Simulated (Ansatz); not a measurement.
# TiO2(101) slab with HCOO (88 atoms): repeated cells from small to large, part 2 of 2

Wanted: cost and convergence against size for TiO2(101) slab with HCOO (88 atoms).

Ansatz 0.2.0; Kohn-Sham DFT, PBE+D4, PAW (set soft_2), plane waves.

The cell: 24 Ti, 56 O, 4 C and 4 H. Beside vacuum, support functions can miss their usual error bounds without a warning. The main run has no spin polarisation.

So far. Step 4 (Support functions, 88 atoms): The energy lies 7.56 meV/atom below the dense-mesh reference, and 5.6 meV/atom below plane waves of the same size, an offset between the two bases that leaves the sampling error alike. Step 5 (Plane waves, 176 atoms): The energy lies 0.880 meV/atom below the dense-mesh reference.

**6. Support functions, 176 atoms**

The repeated cell is solved at Γ in support functions.

This step: Kohn-Sham DFT, PBE+D4, PAW (set soft_2), localised support functions (medium) (Ansatz 0.2.0).

File input.yaml:

```yaml
crystal:
  lattice:
    - [11.355, 0.0, 0.0]
    - [0.0, 10.23926, 0.0]
    - [0.0, 0.0, 23.509]
  atoms:
    [... the 88 atom lines of step 2 ...]
  supercell: [1, 2, 1]
kpoints:
  mp_grid: { grid: [1, 1, 1] }
hamiltonian:
  xc: pbe
  dispersion: d4
scf:
  occupations: { method: gaussian, width: 0.05 }
  eigensolver: { kind: { support_functions: { accuracy: medium } } }
  mixing: { beta: 0.2 }
  max_iter: 150
output:
  forces: true
```

Command:

```sh
ansatz run input.yaml --threads 5 --pin off --max-ram 81920MiB --backend cuda --events-out ev --progress --plain --runs-dir out
```

Elapsed: 16 s, on 1 × NVIDIA H100 80GB HBM3 with 5 threads of AMD EPYC 7R13 (Zen 3), shared host; peak memory 2.4 GiB.

That memory is the host's; the program planned up to 10 GiB on the GPU.

The program repeats the typed cell 1×2×1 times, 176 atoms in all; totals in the log are those of the whole repeated cell, and force differences are taken after averaging over the copies of each atom.

It converged in 33 SCF cycles; the log is left out.

The energy lies 6.46 meV/atom below the dense-mesh reference, and 5.6 meV/atom below plane waves of the same size, an offset between the two bases that leaves the sampling error alike.

**7. Plane waves, 352 atoms**

The cell is repeated and solved at Γ in plane waves, whose cost grows towards the cube of the size.

This step: Kohn-Sham DFT, PBE+D4, PAW (set soft_2), plane waves (Ansatz 0.2.0).

input.yaml, the sections that differ from step 6:

```yaml
crystal:
  lattice:
    - [11.355, 0.0, 0.0]
    - [0.0, 10.23926, 0.0]
    - [0.0, 0.0, 23.509]
  atoms:
    [... the 88 atom lines of step 2 ...]
  supercell: [2, 2, 1]
scf:
  occupations: { method: gaussian, width: 0.05 }
# kpoints, hamiltonian, output: as in step 6
```

Numbers of over 12 decimals in the logs are rounded to 6 here.

Output:

```text
[...]
GPU FFT provider: cuFFT
GPU libraries: cuBLAS 13.8.2, cuFFT 12.4.0, cuSOLVER 12.3.4
Crystal: 352 atoms, lattice volume = 10933.265 Å³
Basis set: ecut = 420 eV, 213797 PW (Γ), exchange–correlation on 320×288×320 points (8 copies of the dense FFT grid, shifted against one another)
Bands: 1640, of which v1, the nominal top of the filled ones, is band 1288 counted from 1 (1287 counted from 0)
Symmetry: 4 space group operations
[...]
k-points: 1
[...]
GPU buffer pool allocated for 3686400 grid points (all kernels)
[...]
SCF iter   1: F=—  HF=-371658.937053 eV  |F-HF|=—  |Δ(HF+E_count)|=         —  Δρ=1.03e-2  dr2=2.09e1  ethr=1.77e-3  ⟨swp⟩=6.0  Hψ=6038  notcnv=0  defer=242
[...]
SCF iter   4: F=—  HF=-371659.061947 eV  |F-HF|=—  |Δ(HF+E_count)|=   4.43e-1  Δρ=1.38e-2  dr2=3.85e1  ethr=8.12e-4  ⟨swp⟩=2.0  Hψ=1720  notcnv=0  defer=141
automatic band count: iteration 4 solves 1493 bands in place of 1640: the levels show a gap, and the empty bands left out lie too high to hold charge; the band table lists the bands solved (type scf.n_extra_bands for more)
SCF iter   5: F=—  HF=-371658.414895 eV  |F-HF|=—  |Δ(HF+E_count)|=   6.47e-1  Δρ=1.37e-2  dr2=3.24e1  ethr=8.12e-4  ⟨swp⟩=1.0  Hψ=1718  notcnv=0  defer=135
[...]
SCF iter   8: F=—  HF=-371657.361785 eV  |F-HF|=—  |Δ(HF+E_count)|=   9.33e-2  Δρ=7.40e-3  dr2=1.03e1  ethr=3.73e-4  ⟨swp⟩=1.0  Hψ=1300  notcnv=0  defer=335
[...]
SCF iter  63: F=—  HF=-371657.196155 eV  |F-HF|=—  |Δ(HF+E_count)|=   6.57e-7  Δρ=9.76e-7  dr2=1.42e-7  ethr=6.25e-12  ⟨swp⟩=2.0  Hψ=1938  notcnv=0  defer=333
SCF iter  64: F=-371657.196156 eV  HF=-371657.196155 eV  |F-HF|=9.19e-7  |Δ(HF+E_count)|=   3.00e-7  Δρ=6.96e-7  dr2=7.03e-8  ethr=3.88e-12  ⟨swp⟩=2.0  Hψ=4258  notcnv=0
SCF 1 converged in 64 iterations: F = -371657.196156 eV  dr2 = 7.03e-8
[...]
SCF converged after 64 iterations
Free energy (F): -371657.196156 eV
[...]
Internal energy: -371656.902321 eV  (E = F + TS)
E sigma→0 (E₀):  -371657.049239 eV
Entropy (-TS):   -0.293836 eV (-0.835 meV/atom)
Fermi energy:    -1.429918 eV
[...]
Σ components = -371657.196156   (vs F -371657.196156, Δ=0.00e0)
--- Forces (eV/Å), atoms counted from 1 ---
  atom   1  Ti    -2.62868052    -4.90452013     1.30609767
  atom   2  Ti    -0.19998692    -3.87533694     1.40063545
  atom   3  Ti     0.29510950     2.59731158    -1.80227584
  atom   4  Ti    -0.07216816     2.85005205    -2.37530291
  atom   5  O      0.72860031    -0.47525313     0.02159258
  atom   6  O      1.04027120    -0.18066542     0.10114495
  [... forces on the other 346 atoms ...]
  max |Σ_I F_I| component: 9.77e-5 eV/Å
```

Run time: 24 s. Hardware: 1 × NVIDIA H100 80GB HBM3 with 5 threads; peak memory 2.5 GiB.

That memory is the host's; the program planned up to 37.6 GiB on the GPU.

The program repeats the typed cell 2×2×1 times, 352 atoms in all; totals in the log are those of the whole repeated cell, and force differences are taken after averaging over the copies of each atom.

The energy lies 0.0352 meV/atom below the dense-mesh reference.

**8. Support functions, 352 atoms**

The repeated cell is solved at Γ in support functions.

This step: Kohn-Sham DFT, PBE+D4, PAW (set soft_2), localised support functions (medium) (Ansatz 0.2.0).

Edit input.yaml of step 7 so:

```diff
@@ -15,2 +15,5 @@
   occupations: { method: gaussian, width: 0.05 }
+  eigensolver: { kind: { support_functions: { accuracy: medium } } }
+  mixing: { beta: 0.2 }
+  max_iter: 150
 output:
```

Output:

```text
[...]
GPU FFT provider: cuFFT
GPU libraries: cuBLAS 13.8.2, cuFFT 12.4.0, cuSOLVER 12.3.4
Crystal: 352 atoms, lattice volume = 10933.265 Å³
Basis set: ecut = 464 eV, 248107 PW (Γ), exchange–correlation on 360×300×360 points (8 copies of the dense FFT grid, shifted against one another)
Bands: 1546, of which v1, the nominal top of the filled ones, is band 1288 counted from 1 (1287 counted from 0)
Symmetry: 1 space group operations
k-points: 1
[...]
GPU buffer pool allocated for 4860000 grid points (all kernels)
[...]
SCF iter   1: F=—  HF=-372065.160704 eV  |F-HF|=—  |Δ(HF+E_count)|=         —  Δρ=1.31e-1  dr2=2.09e3  ethr=1.00e-1
[...]
SCF iter  32: F=—  HF=-371659.132916 eV  |F-HF|=—  |Δ(HF+E_count)|=   6.64e-4  Δρ=5.99e-6  dr2=9.81e-6  ethr=9.60e-10  κ⁻¹=3.3e-4(r=7)
SCF iter  33: F=-371659.133667 eV  HF=-371659.133377 eV  |F-HF|=2.90e-4  |Δ(HF+E_count)|=   4.61e-4  Δρ=4.64e-6  dr2=3.50e-6  ethr=3.81e-10
SCF 1 converged in 33 iterations: F = -371659.153215 eV  dr2 = 3.50e-6
[...]
SCF converged after 33 iterations
[...]
Free energy (F): -371659.153215 eV
[...]
Internal energy: -371658.859450 eV  (E = F + TS)
E sigma→0 (E₀):  -371659.006333 eV
Entropy (-TS):   -0.293765 eV (-0.835 meV/atom)
Fermi energy:    -1.428928 eV
[...]
Σ components = -371659.153215   (vs F -371659.153215, Δ=0.00e0)
--- Forces (eV/Å), atoms counted from 1 ---
  atom   1  Ti    -2.62717519    -4.90404354     1.30642417
  atom   2  Ti    -0.19992298    -3.87512615     1.40121997
  atom   3  Ti     0.29477574     2.59629347    -1.80234579
  atom   4  Ti    -0.07200901     2.84933836    -2.37464516
  atom   5  O      0.72839320    -0.47492097     0.02155266
  atom   6  O      1.03861967    -0.17907604     0.10145041
  [... forces on the other 346 atoms ...]
  max |Σ_I F_I| component: 5.77e-3 eV/Å
--- Band table (eV) ---
[... left out ...]
[...]
```

Wall time 26 s (1 × NVIDIA H100 80GB HBM3 with 5 threads); peak memory 3.1 GiB; 49 s of CPU time.

That memory is the host's; the program planned up to 17.6 GiB on the GPU.

The program repeats the typed cell 2×2×1 times, 352 atoms in all; totals in the log are those of the whole repeated cell, and force differences are taken after averaging over the copies of each atom.

The energy lies 5.59 meV/atom below the dense-mesh reference, and 5.6 meV/atom below plane waves of the same size, an offset between the two bases that leaves the sampling error alike.

**9. Support functions, 792 atoms**

The repeated cell is solved at Γ in support functions.

Edit input.yaml of step 8 so:

```diff
@@ -7,3 +7,3 @@
     [... the 88 atom lines of step 2 ...]
-  supercell: [2, 2, 1]
+  supercell: [3, 3, 1]
 kpoints:
```

The job ended after 62 s (1 × NVIDIA H100 80GB HBM3 with 5 threads; peak memory 5.4 GiB).

That memory is the host's; the program planned up to 35.1 GiB on the GPU.

The program repeats the typed cell 3×3×1 times, 792 atoms in all; totals in the log are those of the whole repeated cell, and force differences are taken after averaging over the copies of each atom.

It converged in 35 SCF cycles; the log is left out.

The energy lies 5.57 meV/atom below the dense-mesh reference.

**10. Support functions, 1408 atoms**

The repeated cell is solved at Γ in support functions.

Edit input.yaml of step 9 so:

```diff
@@ -7,3 +7,3 @@
     [... the 88 atom lines of step 2 ...]
-  supercell: [3, 3, 1]
+  supercell: [4, 4, 1]
 kpoints:
```

Output:

```text
[...]
GPU FFT provider: cuFFT
GPU libraries: cuBLAS 13.8.2, cuFFT 12.4.0, cuSOLVER 12.3.4
Crystal: 1408 atoms, lattice volume = 43733.058 Å³
Basis set: ecut = 464 eV, 992523 PW (Γ), exchange–correlation on 720×600×360 points (8 copies of the dense FFT grid, shifted against one another)
Bands: 6183, of which v1, the nominal top of the filled ones, is band 5152 counted from 1 (5151 counted from 0)
Symmetry: 1 space group operations
k-points: 1
[...]
GPU buffer pool allocated for 19440000 grid points (all kernels)
[...]
SCF iter   1: F=—  HF=-1488260.495380 eV  |F-HF|=—  |Δ(HF+E_count)|=         —  Δρ=1.31e-1  dr2=8.35e3  ethr=1.00e-1
[...]
SCF iter  36: F=—  HF=-1486636.512633 eV  |F-HF|=—  |Δ(HF+E_count)|=   2.28e-3  Δρ=4.51e-6  dr2=1.64e-5  ethr=4.10e-10  κ⁻¹=2.1e-4(r=7)
SCF iter  37: F=-1486636.514958 eV  HF=-1486636.514543 eV  |F-HF|=4.15e-4  |Δ(HF+E_count)|=   1.91e-3  Δρ=2.75e-6  dr2=5.89e-6  ethr=1.59e-10
SCF 1 converged in 37 iterations: F = -1486636.583149 eV  dr2 = 5.89e-6
[...]
SCF converged after 37 iterations
[...]
Free energy (F): -1486636.583149 eV
[...]
Internal energy: -1486635.408390 eV  (E = F + TS)
E sigma→0 (E₀):  -1486635.995769 eV
Entropy (-TS):   -1.174759 eV (-0.834 meV/atom)
Fermi energy:    -1.429851 eV
[...]
Σ components = -1486636.583149   (vs F -1486636.583149, Δ=0.00e0)
--- Forces (eV/Å), atoms counted from 1 ---
  atom   1  Ti    -2.62760020    -4.90393795     1.30637707
  atom   2  Ti    -0.20003434    -3.87457826     1.40151234
  atom   3  Ti     0.29491188     2.59585380    -1.80298784
  atom   4  Ti    -0.07190869     2.84889977    -2.37560999
  atom   5  O      0.72843181    -0.47431741     0.02194871
  atom   6  O      1.03861385    -0.17846021     0.10179010
  [... forces on the other 1402 atoms ...]
  max |Σ_I F_I| component: 1.33e-2 eV/Å
--- Band table (eV) ---
[... left out ...]
[...]
```

Run time: 2.3 min. Hardware: 1 × NVIDIA H100 80GB HBM3 with 5 threads; peak memory 9.7 GiB.

That memory is the host's; the program planned up to 64.7 GiB on the GPU.

The program repeats the typed cell 4×4×1 times, 1408 atoms in all; totals in the log are those of the whole repeated cell, and force differences are taken after averaging over the copies of each atom.

The energy lies 5.57 meV/atom below the dense-mesh reference.

**11. Cost and error against size**

Differences are against the typed cell on a 3×4×1 mesh, which samples like Γ on 1056 atoms (r.m.s. force component 1.54 eV/Å). Every repeated cell is solved at Γ, and forces are averaged over the copies of each atom. Hardware: 1 × NVIDIA H100 80GB HBM3 with 5 threads of AMD EPYC 7R13 (Zen 3), shared host.

```tsv
atoms	repeats	basis	Δ force, r.m.s. (meV/Å)	Δ energy (meV/atom)	less plane waves of the same size (meV/atom)	spread among copies (meV/Å)	SCF cycles	time	host memory (GiB)	planned on the GPU (GiB)
88	1×1×1	plane waves	24.0	-1.96	-	-	46	3.6 s	1.5	5.3
88	1×1×1	support functions	24.4	-7.56	-5.6	-	31	9.7 s	1.6	5.7
176	1×2×1	plane waves	21.2	-0.880	-	0	59	8.1 s	2.1	12
176	1×2×1	support functions	21.7	-6.46	-5.6	0.046	33	16 s	2.4	10
352	2×2×1	plane waves	0.275	-0.0352	-	0	64	24 s	2.5	38
352	2×2×1	support functions	3.15	-5.59	-5.6	0.06	33	26 s	3.1	18
792	3×3×1	support functions	3.23	-5.57	-	0.055	35	62 s	5.4	35
1408	4×4×1	support functions	3.18	-5.57	-	0.06	37	2.3 min	9.7	65
```

**12. The reference in detail**

With the settings judged, the reference run is read for its physics.

Neighbours are counted within 2.64 Å (O-Ti), 1.73 Å (O-C), 1.34 Å (C-H).

Length of the force by element and coordination:

```tsv
element	coordination	atoms	mean length of the force (eV/Å)	spread	least	most
C	all	4	5.14	2.61	2.02	9.02
H	all	4	1.10	0.361	0.754	1.60
O	all	56	1.62	1.01	0.423	7.74
O	1	8	2.69	2.03	0.578	7.74
O	2	12	1.99	0.415	1.36	2.58
O	3	36	1.26	0.431	0.423	2.04
Ti	all	24	3.20	1.31	0.659	5.75
Ti	5	12	3.98	1.18	1.36	5.75
Ti	6	12	2.42	0.903	0.659	3.71
```

Löwdin charges by element and coordination (they lack the spilled electrons, 0.034 e an atom on average):

```tsv
element	coordination	atoms	mean charge (e)	spread	least	most
C	all	4	0.448	0.0171	0.430	0.475
H	all	4	0.232	0.0145	0.213	0.247
O	all	56	-0.581	0.111	-0.686	-0.202
O	1	8	-0.337	0.0901	-0.439	-0.202
O	2	12	-0.596	0.0601	-0.663	-0.497
O	3	36	-0.630	0.0256	-0.686	-0.568
Ti	all	24	1.37	0.0362	1.32	1.43
Ti	5	12	1.40	0.013	1.39	1.43
Ti	6	12	1.33	0.0075	1.32	1.34
```

By region:

```tsv
region	atoms	mean length of the force (eV/Å)
slab	72	2.03
HCOO adsorbates	16	2.91
```

States in the cell by windows of 0.5 eV, zero at the Fermi level; the larger projections on atomic orbitals stand beside the total:

```tsv
from (eV)	to (eV)	total	slab	O p	Ti d	HCOO adsorbates
-10	-9.5	0.0	0.0	0.0	0.0	0.0
-9.5	-9	0.3	0.0	0.1	0.0	0.3
-9	-8.5	4.4	0.1	0.9	0.0	4.1
-8.5	-8	3.3	0.1	0.8	0.0	3.2
-8	-6.5	0.0	0.0	0.0	0.0	0.0
-6.5	-6	3.2	0.3	1.9	0.1	2.8
-6	-5.5	11.1	6.9	7.2	1.6	4.1
-5.5	-5	24.2	16.8	16.9	3.8	7.2
-5	-4.5	37.8	32.2	26.3	7.9	5.4
-4.5	-4	32.5	29.7	23.1	7.2	2.5
-4	-3.5	30.0	29.2	22.2	6.6	0.7
-3.5	-3	25.9	25.2	19.8	5.2	0.5
-3	-2.5	29.9	28.6	23.9	4.6	1.1
-2.5	-2	29.6	28.4	24.7	3.5	1.0
-2	-1.5	30.1	28.6	26.3	2.7	1.2
-1.5	-1	32.9	27.1	30.0	2.1	5.6
-1	-0.5	27.4	23.5	24.7	2.0	3.6
-0.5	0	15.9	8.1	14.3	0.9	7.7
0	0.5	5.6	2.0	4.4	0.4	3.5
0.5	1	0.0	0.0	0.0	0.0	0.0
1	1.5	1.4	1.4	0.1	1.3	0.0
1.5	2	11.5	11.4	1.1	10.3	0.0
2	2.5	33.3	32.8	3.7	28.5	0.1
2.5	3	43.4	42.7	5.6	36.0	0.1
```

Between -26 and -10 eV lie 112 more states.

The stored curve holds about 450 of the 644 electrons; the rest, give or take the few that broadening carries across the Fermi level, lie in deeper levels below its range.

The levels nearest the highest filled one (over half full), pooled over k-points and spins:

```tsv
level less the highest filled one (eV)	occupation
-0.006	1.17
-0.0054	1.15
-0.005	1.15
-0.0033	1.11
0	1.03
0	1.03
0.0181	0.638
0.0186	0.627
0.0217	0.566
0.0222	0.557
0.0226	0.55
0.0247	0.51
```

Mean Löwdin charges: C +0.45, H +0.23, O -0.58, Ti +1.37 e (they miss 0.46 % of the electrons, so they add up to more than the cell's charge). Within 0.4 eV of the Fermi level the largest share is O p (87 % of the projected weight).

**13. Summary of results**

| Quantity | Value |
| --- | --- |
| free energy per atom | -1055.8443 eV/atom |
| r.m.s. force component | 1.544 eV/Å |
| wall time of the 9 DFT runs | 5 min |

**Reading.** Repeating the cell at Γ samples more k-points: in plane waves the energy difference from the dense mesh goes from -1.96 meV/atom at 88 atoms to -0.0352 at 352, and the force difference from 24 to 0.28 meV/Å. With plane waves, the time grows as the 1.6 power of the atom count between the two largest sizes, 176 and 352 atoms. The smaller run is short enough for fixed overheads to flatten this slope. With support functions, the time grows as the 1.4 power of the atom count between the two largest sizes, 792 and 1408 atoms. At equal size the support functions lie 5.6 meV/atom below plane waves, likely because their grid holds more waves than 420 eV; no run tests this. Support functions take 2.7 times the time of plane waves at 88 atoms and 1.1 times at 352, so no crossover is reached among the sizes that both ran. Each time is a single run, so ratios and crossover are rough. The bases also began from different starting densities. At the largest size the support functions' forces differ from the reference by 0.21 % of the r.m.s. force, which holds the difference of sampling between the two as well as that of the basis.

26 levels are partly filled, by over 2 % (on the run's k-points): no clear gap opens at this level. Levels of broken or missing bonds inside a gap of the host would look the same.

**Limits.** The geometry was built by rule, was displaced at random and isn't relaxed at this level: its force components are 1.5 eV/Å r.m.s.

[Logs are printed without paths, hosts, clocks, repeated set-up lines and the standing remarks that a program may print on its own settings, such as how far it seeks lower states.]

[Hosts, paths, dates, database ids (printed as entryN), source tags and the programs' standing remarks are cut or masked in the printed files.]
